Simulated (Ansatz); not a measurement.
## C on Ir(111): change of the work function

Aim: the work function of Ir(111) at several coverages of C (fcc site), and the dipole that each adsorbate carries.

Method: plane-wave DFT, PBE, Ansatz PAW, in Ansatz 0.2.0.

This is a report of a sequence of runs, with the program logs left out and the cost of each run kept.

## Step 1: The structure

The cell holds 4 atoms: 4 Ir. Its edges and angles: a = 2.715 Å, b = 2.715 Å, c = 24.651 Å, α = 90.0°, β = 90.0°, γ = 60.0°. Vacuum lies along c.

## Step 2: The clean slab

The bare slab comes first, as the zero from which every change is counted. The two lowest layers are held at bulk places and the upper ones relax. The dipole correction removes the false field that a one-sided slab makes across the periodic vacuum, so each face gets a flat vacuum level of its own.

Contents of input.yaml:

```yaml
crystal:
  lattice:
    - [2.7152900398, 0.0, 0.0]
    - [1.3576450199, 2.3515101531, 0.0]
    - [0.0, 0.0, 24.6510751011]
  atoms:
    - { symbol: Ir, position: [0.0, 0.0, 0.3650956383] }
    - { symbol: Ir, position: [0.3333333333, 0.3333333333, 0.4550318794] }
    - { symbol: Ir, position: [0.6666666667, 0.6666666667, 0.5449681206] }
    - { symbol: Ir, position: [0.0, 0.0, 0.6349043617] }
kpoints:
  mp_grid: { grid: [12, 12, 1] }
hamiltonian:
  xc: pbe
scf:
  occupations: { method: fermi_dirac, width: 0.1 }
  convergence: { dr2_threshold: 1.0e-08 }
efield:
  axis: 3
  dipole_correction: true
  ramp_position: 0.97
  ramp_width: 0.06
relax:
  f_tol: 0.02
  max_steps: 60
  constraints: [{ sites: [0, 1] }]
output:
  write_potential: true
  write_density: true
  volumetric_format: npy
```

The run is started by

```bash
> ansatz run input.yaml --threads 4 --pin off --max-ram 16384MiB --backend cpu --events-out ev --progress --plain --runs-dir out
```

Wall time 10 s (4 threads of Arm Neoverse V1, shared host); peak memory 0.47 GiB.

The steps of the relaxation:

```csv
step,energy less that of the first step (eV),largest force component (eV/Å)
1,0.0000,0.1352
2,0.0012,0.2063
3,-0.0009,0.0028
```

Relaxation step 2 was tried and not accepted.

The run keeps the 6 symmetry operations that the program found, so distortions that break them were not tested.

The atoms that moved most (Å):

```csv
atom,dx,dy,dz,length
Ir4,0.000,0.000,-0.016,0.016
```

The relaxed structure:

```cif
data_structure
_symmetry_space_group_name_H-M 'P 1'
_symmetry_Int_Tables_number 1
_cell_length_a 2.7153
_cell_length_b 2.7153
_cell_length_c 24.6511
_cell_angle_alpha 90.000
_cell_angle_beta 90.000
_cell_angle_gamma 60.000
_cell_volume 157.40
loop_
_atom_site_label
_atom_site_type_symbol
_atom_site_fract_x
_atom_site_fract_y
_atom_site_fract_z
_atom_site_occupancy
Ir1 Ir 0.00000 0.00000 0.36510 1
Ir2 Ir 0.33333 0.33333 0.45503 1
Ir3 Ir 0.66667 0.66667 0.54486 1
Ir4 Ir 0.00000 0.00000 0.63426 1
```

Read from the output:

| Quantity | Value |
| --- | --- |
| energy at zero smearing | -47739.4651 eV |
| work function, upper face | 5.486 eV |
| dipole along the normal | 2.68e-4 e·Å |

Running mean over 2.217 Å of the planar mean; the ramp of the sawtooth is left out. Electron's electrostatic potential energy less the Fermi level against z:

z (Å), electron's electrostatic potential energy less the Fermi level (eV) and a bar from the least value:
```
        4        5.5 ##############################
        5        5.5 ##############################
        6        5.4 ##############################
        7        4.3 ############################
        8       -5.5 #############
        9      -12.7 #
       10      -13.3 
       11      -13.5 
       12      -13.6 
       13      -13.6 
       14      -13.6 
       15      -13.3 
       16      -11.7 ###
       17       -0.8 ####################
       18        5.0 #############################
       19        5.5 ##############################
       20        5.5 ##############################
       21        5.5 ##############################
```

The relaxation took 3 steps and lowered the energy by 9.4e-4 eV; the largest force on the free atoms ends at 0.0028 eV/Å.

The work function of the upper face is 5.49 eV.

## Step 3: Adsorbate added, k-mesh 4×4×1, coverage 0.111 ML

System of this step: Ir36C (C/Ir(111)). The cell holds 37 atoms: 36 Ir and 1 C. Its edges and angles: a = 8.146 Å, b = 8.146 Å, c = 26.228 Å, α = 90.0°, β = 90.0°, γ = 60.0°. Vacuum lies along c.

The clean slab as it ended is repeated in the plane and the adsorbate is set on one face; the cell's size fixes the coverage, and the k-mesh shrinks with it to keep the sampling density about even. Adsorbate and upper layers relax, since the dipole depends on the height.

Contents of input.yaml:

```yaml
crystal:
  lattice:
    - [8.1458701194, 0.0, 0.0]
    - [4.0729350597, 7.0545304593, 0.0]
    - [0.0, 0.0, 26.2284156464]
  atoms:
    - { symbol: Ir, position: [0.0, 0.0, 0.3431392929] }
    - { symbol: Ir, position: [0.1111111111, 0.1111111111, 0.4276668932] }
    - { symbol: Ir, position: [0.2222222222, 0.2222222222, 0.5120960926] }
    - { symbol: Ir, position: [0.0, 0.0, 0.5961199903] }
    - { symbol: Ir, position: [0.0, 0.3333333333, 0.3431392929] }
    - { symbol: Ir, position: [0.1111111111, 0.4444444444, 0.4276668932] }
    - { symbol: Ir, position: [0.2222222222, 0.5555555556, 0.5120960926] }
    - { symbol: Ir, position: [0.0, 0.3333333333, 0.5961199903] }
[... 25 atom lines left out ...]
    - { symbol: Ir, position: [0.7777777778, 0.7777777778, 0.4276668932] }
    - { symbol: Ir, position: [0.8888888889, 0.8888888889, 0.5120960926] }
    - { symbol: Ir, position: [0.6666666667, 0.6666666667, 0.5961199903] }
    - { symbol: C, position: [0.1111111111, 0.1111111111, 0.6568607071] }
kpoints:
  mp_grid: { grid: [4, 4, 1] }
hamiltonian:
  xc: pbe
scf:
  occupations: { method: fermi_dirac, width: 0.1 }
  convergence: { dr2_threshold: 1.0e-08 }
efield:
  axis: 3
  dipole_correction: true
  ramp_position: 0.97
  ramp_width: 0.06
relax:
  f_tol: 0.02
  max_steps: 60
  constraints:
    - { sites: [0, 1, 4, 5, 8, 9, 12, 13, 16, 17, 20, 21, 24, 25, 28, 29, 32, 33] }
output:
  write_potential: true
  write_density: true
  volumetric_format: npy
```

The job ended after 13 min (4 threads; peak memory 9.3 GiB).

The steps of the relaxation:

```csv
step,energy less that of the first step (eV),largest force component (eV/Å)
1,0.0000,3.9982
2,-1.1259,1.8682
3,-1.2983,0.8196
4,-1.3419,0.1298
5,-1.3469,0.0602
6,-1.3471,0.0033
```

Forces are held to the 6 operations that the program found; a distortion that breaks them can't arise in this run.

The atoms that moved most (Å):

```csv
atom,dx,dy,dz,length
C37,0.000,0.000,-0.428,0.428
Ir4,-0.058,-0.034,0.124,0.142
Ir16,0.058,-0.034,0.124,0.142
Ir8,0.000,0.067,0.124,0.142
Ir32,-0.038,0.022,-0.009,0.045
Ir24,0.000,-0.044,-0.009,0.045
Ir20,0.038,0.022,-0.009,0.045
Ir36,-0.005,-0.003,-0.009,0.010
```

Final coordinates:

```xyz
37
Lattice="8.1459 0.0000 0.0000 4.0729 7.0545 0.0000 0.0000 0.0000 26.2284" Properties=species:S:1:pos:R:3
Ir    0.0000    0.0000    9.0000
Ir    1.3576    0.7838   11.2170
Ir    2.7091    1.5641   13.4290
Ir   -0.0584   -0.0337   15.7597
Ir    1.3576    2.3515    9.0000
Ir    2.7153    3.1353   11.2170
Ir    4.0662    3.9231   13.4280
Ir    1.3576    2.4190   15.7597
Ir    2.7153    4.7030    9.0000
Ir    4.0729    5.4869   11.2170
Ir    5.4306    6.2779   13.4290
Ir    2.7203    4.7001   15.6267
Ir    2.7153    0.0000    9.0000
Ir    4.0729    0.7838   11.2170
Ir    5.4306    1.5599   13.4280
Ir    2.7737   -0.0337   15.7597
Ir    4.0729    2.3515    9.0000
Ir    5.4306    3.1353   11.2170
Ir    6.7950    3.9231   13.4280
Ir    4.1111    2.3735   15.6266
Ir    5.4306    4.7030    9.0000
Ir    6.7882    5.4869   11.2170
Ir    8.1413    6.2733   13.4311
Ir    5.4306    4.6590   15.6266
Ir    5.4306    0.0000    9.0000
Ir    6.7882    0.7838   11.2170
Ir    8.1521    1.5641   13.4290
Ir    5.4306    0.0058   15.6267
Ir    6.7882    2.3515    9.0000
Ir    8.1459    3.1353   11.2170
Ir    9.5035    3.9139   13.4311
Ir    6.7501    2.3735   15.6266
Ir    8.1459    4.7030    9.0000
Ir    9.5035    5.4869   11.2170
Ir   10.8657    6.2733   13.4311
Ir    8.1408    4.7001   15.6267
C     1.3576    0.7838   16.8004
```

This step gave:

```yaml
energy_at_zero_smearing: -429905.1815 eV
work_function_upper_face: 5.558 eV
work_function_lower_face: 5.499 eV
dipole_along_the_normal: -0.01888 e·Å
step_between_the_vacuum_levels: 0.05946 eV
```

Running mean over 2.217 Å of the planar mean; the ramp of the sawtooth is left out. Table of electron's electrostatic potential energy less the Fermi level by z:

```csv
z (Å),electron's electrostatic potential energy less the Fermi level (eV)
3.5,5.50
4.0,5.50
4.5,5.50
5.0,5.49
5.5,5.48
6.0,5.42
6.5,5.19
7.0,4.28
7.5,0.781
8.0,-5.50
8.5,-10.8
9.0,-12.7
9.5,-13.1
10.0,-13.3
10.5,-13.4
11.0,-13.5
11.5,-13.6
12.0,-13.6
12.5,-13.6
13.0,-13.6
13.5,-13.5
14.0,-13.3
14.5,-13.1
15.0,-13.1
15.5,-13.1
16.0,-12.4
16.5,-8.29
17.0,-1.85
17.5,2.93
18.0,4.76
18.5,5.37
19.0,5.52
19.5,5.55
20.0,5.56
20.5,5.56
21.0,5.56
21.5,5.56
22.0,5.56
22.5,5.56
23.0,5.56
```

The relaxation took 6 steps and lowered the energy by 1.3 eV; the largest force on the free atoms ends at 0.0033 eV/Å.

The covered face has 5.56 eV, +0.07 eV against the clean one; the bare back face has moved by +0.00 eV, a measure of how thin the slab is.

## Step 4: Adsorbate added, k-mesh 6×6×1, coverage 0.25 ML

System of this step: Ir16C (C/Ir(111)). The cell holds 17 atoms: 16 Ir and 1 C. Cell: a = 5.431 Å, b = 5.431 Å, c = 26.228 Å, α = 90.0°, β = 90.0°, γ = 60.0°. Vacuum lies along c.

Another coverage, to see how the dipoles act on each other as their distance changes.

Contents of input.yaml:

```yaml
crystal:
  lattice:
    - [5.4305800796, 0.0, 0.0]
    - [2.7152900398, 4.7030203062, 0.0]
    - [0.0, 0.0, 26.2284156464]
  atoms:
    - { symbol: Ir, position: [0.0, 0.0, 0.3431392929] }
    - { symbol: Ir, position: [0.1666666667, 0.1666666667, 0.4276668932] }
    - { symbol: Ir, position: [0.3333333333, 0.3333333333, 0.5120960926] }
    - { symbol: Ir, position: [0.0, 0.0, 0.5961199903] }
    - { symbol: Ir, position: [0.0, 0.5, 0.3431392929] }
    - { symbol: Ir, position: [0.1666666667, 0.6666666667, 0.4276668932] }
    - { symbol: Ir, position: [0.3333333333, 0.8333333333, 0.5120960926] }
    - { symbol: Ir, position: [0.0, 0.5, 0.5961199903] }
    - { symbol: Ir, position: [0.5, 0.0, 0.3431392929] }
    - { symbol: Ir, position: [0.6666666667, 0.1666666667, 0.4276668932] }
    - { symbol: Ir, position: [0.8333333333, 0.3333333333, 0.5120960926] }
    - { symbol: Ir, position: [0.5, 0.0, 0.5961199903] }
    - { symbol: Ir, position: [0.5, 0.5, 0.3431392929] }
    - { symbol: Ir, position: [0.6666666667, 0.6666666667, 0.4276668932] }
    - { symbol: Ir, position: [0.8333333333, 0.8333333333, 0.5120960926] }
    - { symbol: Ir, position: [0.5, 0.5, 0.5961199903] }
    - { symbol: C, position: [0.1666666667, 0.1666666667, 0.6568607071] }
kpoints:
  mp_grid: { grid: [6, 6, 1] }
hamiltonian:
  xc: pbe
scf:
  occupations: { method: fermi_dirac, width: 0.1 }
  convergence: { dr2_threshold: 1.0e-08 }
efield:
  axis: 3
  dipole_correction: true
  ramp_position: 0.97
  ramp_width: 0.06
relax:
  f_tol: 0.02
  max_steps: 60
  constraints: [{ sites: [0, 1, 4, 5, 8, 9, 12, 13] }]
output:
  dos: { projected: true, e_range: [-8, 4] }
  write_potential: true
  write_density: true
  volumetric_format: npy
  elf: true
```

Run time: 2.9 min. Hardware: 4 threads; peak memory 2.7 GiB.

The steps of the relaxation:

```csv
step,energy less that of the first step (eV),largest force component (eV/Å)
1,0.0000,3.9510
2,-1.0360,1.7505
3,-1.1977,0.6487
4,-1.2202,0.0678
5,-1.2206,0.0246
6,-1.2207,0.0005
```

The run keeps the 6 symmetry operations that the program found, so distortions that break them were not tested.

The atoms that moved most (Å):

```csv
atom,dx,dy,dz,length
C17,0.000,0.000,-0.412,0.412
Ir4,-0.049,-0.028,0.108,0.122
Ir12,0.049,-0.028,0.108,0.122
Ir8,0.000,0.056,0.108,0.122
Ir16,0.000,0.000,-0.024,0.024
Ir15,0.000,0.000,-0.013,0.013
```

Final coordinates:

```xyz
17
Lattice="5.4306 0.0000 0.0000 2.7153 4.7030 0.0000 0.0000 0.0000 26.2284" Properties=species:S:1:pos:R:3
Ir    0.0000    0.0000    9.0000
Ir    1.3576    0.7838   11.2170
Ir    2.7159    1.5680   13.4273
Ir   -0.0487   -0.0281   15.7431
Ir    1.3576    2.3515    9.0000
Ir    2.7153    3.1353   11.2170
Ir    4.0729    3.9185   13.4273
Ir    1.3576    2.4077   15.7431
Ir    2.7153    0.0000    9.0000
Ir    4.0729    0.7838   11.2170
Ir    5.4300    1.5680   13.4273
Ir    2.7640   -0.0281   15.7431
Ir    4.0729    2.3515    9.0000
Ir    5.4306    3.1353   11.2170
Ir    6.7882    3.9192   13.4182
Ir    4.0729    2.3515   15.6108
C     1.3576    0.7838   16.8161
```

Numbers from this step:

```yaml
energy_at_zero_smearing: -191207.6723 eV
work_function_upper_face: 5.683 eV
work_function_lower_face: 5.494 eV
dipole_along_the_normal: -0.02666 e·Å
step_between_the_vacuum_levels: 0.1889 eV
```

The density of states has structure finer than the step of the table below, so its rows give means over 0.25 eV. Peaks (eV: height): -4.990: 38.4, -4.120: 49.1, -3.910: 39.5, -3.760: 48.2, -3.190: 37.9, -2.950: 58.0, 1.320: 38.2.

The density of states by energy, zero at the Fermi level; means over each step:

```csv
energy (eV),density of states (states/eV a cell)
-7.75,2.87
-7.50,9.76
-7.25,11.8
-7.00,12.8
-6.75,15.6
-6.50,18.3
-6.25,20.7
-6.00,17.5
-5.75,13.5
-5.50,14.2
-5.25,16.8
-5.00,18.9
-4.75,15.0
-4.50,17.4
-4.25,19.5
-4.00,23.7
-3.75,25.9
-3.50,25.5
-3.25,25.8
-3.00,30.3
-2.75,15.3
-2.50,15.0
-2.25,14.6
-2.00,22.9
-1.75,15.5
-1.50,18.7
-1.25,18.9
-1.00,20.3
-0.75,20.5
-0.50,18.8
-0.25,16.4
0.00,18.5
0.25,20.6
0.50,19.6
0.75,21.6
1.00,17.3
1.25,13.8
1.50,5.21
1.75,5.16
```

Projected DOS per atom over height of the atomic layer and energy from the Fermi level. Layers: Ir4 Ir4 Ir4 Ir4 C from below.

Ten even steps from '0' (0.07 states/eV) to '9' (2.21 states/eV), each cell a mean:
```
10113
22321
46531
66541
64441
54350
64461
63551
64451
53251
73341
96660
66671
45552
34542
44553
23342
35431
36531
15521
14420
01100
```
Columns: height of the atomic layer (Å) from 9 to 16.8 (not evenly spaced); rows upwards: energy from the Fermi level (eV) from -7.96 to 1.95.

Valence density in the ca plane at fractional y = 0.167, with atoms of Ir and C within 0.2 Å of it. It is the smooth field of the valence electrons, not physical close to the nuclei.

Values in e/Å³, 8 rows by 16 columns, each cell a mean:
```
1.2 1.0 0.4 0.5 0.6 1.6 0.5 1.4 0.5 0.1 0.0 0.0 0.0 0.0 0.0 0.0
0.6 0.6 1.5 2.5 0.5 0.8 0.3 0.7 0.3 0.0 0.0 0.0 0.0 0.0 0.0 0.0
0.3 0.4 4.0 6.4 0.5 0.3 0.2 0.3 0.2 0.0 0.0 0.0 0.0 0.0 0.0 0.0
0.6 0.6 1.7 2.8 0.5 0.7 0.3 0.7 0.3 0.0 0.0 0.0 0.0 0.0 0.0 0.0
1.2 1.0 0.4 0.5 0.6 1.6 0.5 1.4 0.5 0.1 0.0 0.0 0.0 0.0 0.0 0.0
0.6 0.6 1.5 2.5 0.5 0.8 0.3 0.6 0.9 0.3 0.0 0.0 0.0 0.0 0.0 0.0
0.3 0.3 4.0 6.4 0.5 0.3 0.2 0.4 1.5 0.6 0.0 0.0 0.0 0.0 0.0 0.0
0.6 0.6 1.7 2.8 0.5 0.6 0.3 0.6 1.0 0.3 0.0 0.0 0.0 0.0 0.0 0.0
```
Columns run along c (16.0 Å, from fractional 0.32 to 0.93 of the cell), rows up along a (5.4 Å). Atoms in or near the plane, at fractional coordinates: Ir at (0.43, 0.17), Ir at (0.43, 0.67), C at (0.64, 0.17).

ELF in the ca plane at fractional y = 0.167, with atoms of Ir and C within 0.2 Å of it. It is the smooth field of the valence electrons, not physical close to the nuclei.

Ten even steps from '0' (0.00) to '9' (0.82), each cell a mean:
```
34553333333334543333443455321000000000000000
34543333333334543333454322100000000000000000
33333335654333333333333321000000000000000000
34333347776333332223334321000000000000000000
34333357576333332123444321000000000000000000
33333347775333332223333321000000000000000000
34433334553333433333443321000000000000000000
34553333333334543334454332100000000000000000
34543333333334543333443455421000000000000000
33333335654333433332335899852100000000000000
34333347776333332222357679974100000000000000
34433357576333332112366239985200000000000000
33333347775333332222357789974100000000000000
34433334553333433333335799752000000000000000
```
Columns run along c (16.0 Å, from fractional 0.32 to 0.93 of the cell), rows up along a (5.4 Å). Atoms in or near the plane, at fractional coordinates: Ir at (0.43, 0.17), Ir at (0.43, 0.67), C at (0.64, 0.17).

Electrostatic potential energy in the ca plane at fractional y = 0.167, with atoms of Ir and C within 0.2 Å of it. With pseudopotentials it is smooth inside the atoms' cores, unlike the true potential.

Values in eV, 8 rows by 16 columns, each cell a mean:
```
-14 -10   3   1  -2 -21   1 -18   0  10  11  11  11  11  11  11
 -1  -1 -14 -25   1  -6   4  -5   4  10  11  11  11  11  11  11
  6   5 -33 -47   1   5   7   5   8  10  11  11  11  11  11  11
 -1  -1 -16 -28   1  -4   5  -4   5  10  11  11  11  11  11  11
-14 -10   3   1  -2 -21   1 -18   0  10  11  11  11  11  11  11
 -1  -1 -14 -25   1  -6   5  -3  -9   5  11  11  11  11  11  11
  6   5 -33 -47   1   5   7   3 -41  -8  11  11  11  11  11  11
 -1  -1 -16 -28   1  -4   5  -3 -12   4  11  11  11  11  11  11
```
Columns run along c (16.0 Å, from fractional 0.32 to 0.93 of the cell; values clipped at the 3rd and 97th percentile), rows up along a (5.4 Å). Atoms in or near the plane, at fractional coordinates: Ir at (0.43, 0.17), Ir at (0.43, 0.67), C at (0.64, 0.17).

The relaxation took 6 steps and lowered the energy by 1.2 eV; the largest force on the free atoms ends at 5.0e-4 eV/Å.

By hand: a sheet of dipoles makes a step −p/(ε₀A) in the electron's potential. With e/ε₀ = 180.95 V·Å, p = -0.02666 e·Å and A = 25.54 Å², that is −180.95 × (-0.02666) / 25.54 = +0.189 eV, and the two vacuum levels of the run differ by +0.189 eV.

The covered face has 5.68 eV, +0.20 eV against the clean one; the bare back face has moved by -0.00 eV, a measure of how thin the slab is.

## Step 5: Adsorbate added, k-mesh 6×6×1, coverage 0.5 ML

System of this step: Ir8C (C/Ir(111)). The cell holds 18 atoms: 16 Ir and 2 C. Its edges and angles: a = 5.431 Å, b = 5.431 Å, c = 26.228 Å, α = 90.0°, β = 90.0°, γ = 60.0°. Vacuum lies along c.

Edit input.yaml of step 4 so:

```diff
@@ -23,2 +23,3 @@
     - { symbol: C, position: [0.1666666667, 0.1666666667, 0.6568607071] }
+    - { symbol: C, position: [0.6666666667, 0.1666666667, 0.6568607071] }
 kpoints:
```

It took 5.6 min on 4 threads; peak memory 3.1 GiB.

(Continued in part 2 of 2.)

[Long decimals in the printed logs are rounded to 6 places.]

[Logs are printed without paths, hosts, clocks, repeated set-up lines and the standing remarks that a program may print on its own settings, such as how far it seeks lower states.]

[Hosts, paths, dates, database ids (printed as entryN), source tags and the programs' standing remarks are cut or masked in the printed files.]

[Maps of the electrostatic potential energy from Ansatz leave out the sawtooth potential of an applied field or a dipole correction, so their vacuum need not be flat; planar profiles and work functions include it.]

[The density of states shown here was stored with 400 of the rows of the run's finer table, so its peaks can read low, often by over a quarter, or be missed, and its means over a window can be off by a tenth or more.]
